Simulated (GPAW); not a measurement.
Consider BeNi (Pm-3m).

```xyz
2
Lattice="2.5870 0.0000 0.0000 0.0000 2.5870 0.0000 0.0000 0.0000 2.5870" Properties=species:S:1:pos:R:3 pbc="T T T"
Ni    1.2935    1.2935    1.2935
Be    0.0000    0.0000    0.0000
```

Absorber: atom 2, with 8 Ni at 2.24 Å and 6 Be at 2.59 Å (cube and octahedron, as in bcc, site symmetry m-3m). Method: GPAW, LDA, excited-electron core hole (neutral cell), 32-atom cell with 7.3 Å between holes, 4×4×4 k points, dipole transitions, Gaussian full width 0.9 eV up to 4 eV, rising linearly to 3.5 eV at 25 eV.

**Question.** What does the Be K edge look like?

Main maxima up to 24 eV above the zero (height): 0.6 eV (0.85), 2.2 eV (0.92), 3.9 eV (0.78), 5.8 eV (2.86) and 18.4 eV (0.87). A K edge sees empty p states on the absorber. The total-energy difference is 109.30 eV. The tabulated edge of the element is 111.5 eV. The functional leaves an error in such absolute values: in the free atom LDA prices this hole 1.6 eV below PBE (computed apart), and PBE is itself good to a few eV.

The Be K spectrum (energy from the lowest empty level; intensity scaled to a mean of 1 over the first 20 eV):

```
E (eV)  intensity
  -2.0       0.00
  -1.0       0.00
   0.0       0.51
   1.0       0.74
   2.0       0.89
   3.0       0.50
   4.0       0.76
   5.0       1.50
   6.0       2.80
   7.0       1.72
   8.0       1.66
   9.0       1.37
  10.0       1.42
  11.0       0.99
  12.0       0.40
  13.0       0.32
  14.0       0.49
  15.0       0.54
  16.0       0.61
  17.0       0.77
  18.0       0.86
  19.0       0.86
  20.0       0.79
  21.0       0.67
  22.0       0.57
  23.0       0.54
  24.0       0.54
  25.0       0.53
  26.0       0.53
  27.0       0.53
  28.0       0.55
  29.0       0.59
  30.0       0.63
  31.0       0.68
  32.0       0.71
```

The hole lies in one spin channel, while the script sums the empty states of both and takes the lower zero; where the two channels are split, this blurs and shifts the curve. The starting moments shrank to 0.00 μB or less, so this is hardly a magnetic state. The mesh is coarse (0.30 Å⁻¹ between points), so small maxima may be mesh ripples. The structure is a computed Materials Project entry and may be a hypothetical form.

[Banner, clock and machine lines of the logs are left out without a mark of their own.]

[Logs are printed without paths, hosts, clocks, repeated set-up lines and the standing remarks that a program may print on its own settings, such as how far it seeks lower states.]

[Hosts, paths, dates, database ids (printed as entryN), source tags and the programs' standing remarks are cut or masked in the printed files.]

[Lists of maxima count a maximum above −3 eV only where it reaches 4 % of the highest in the window and stands out from its surroundings by 2 % of it (1.5 % where it reaches 55 %); shoulders and weaker maxima are passed over, and of the rest the first, up to two pre-edge ones and the few strongest are named.]
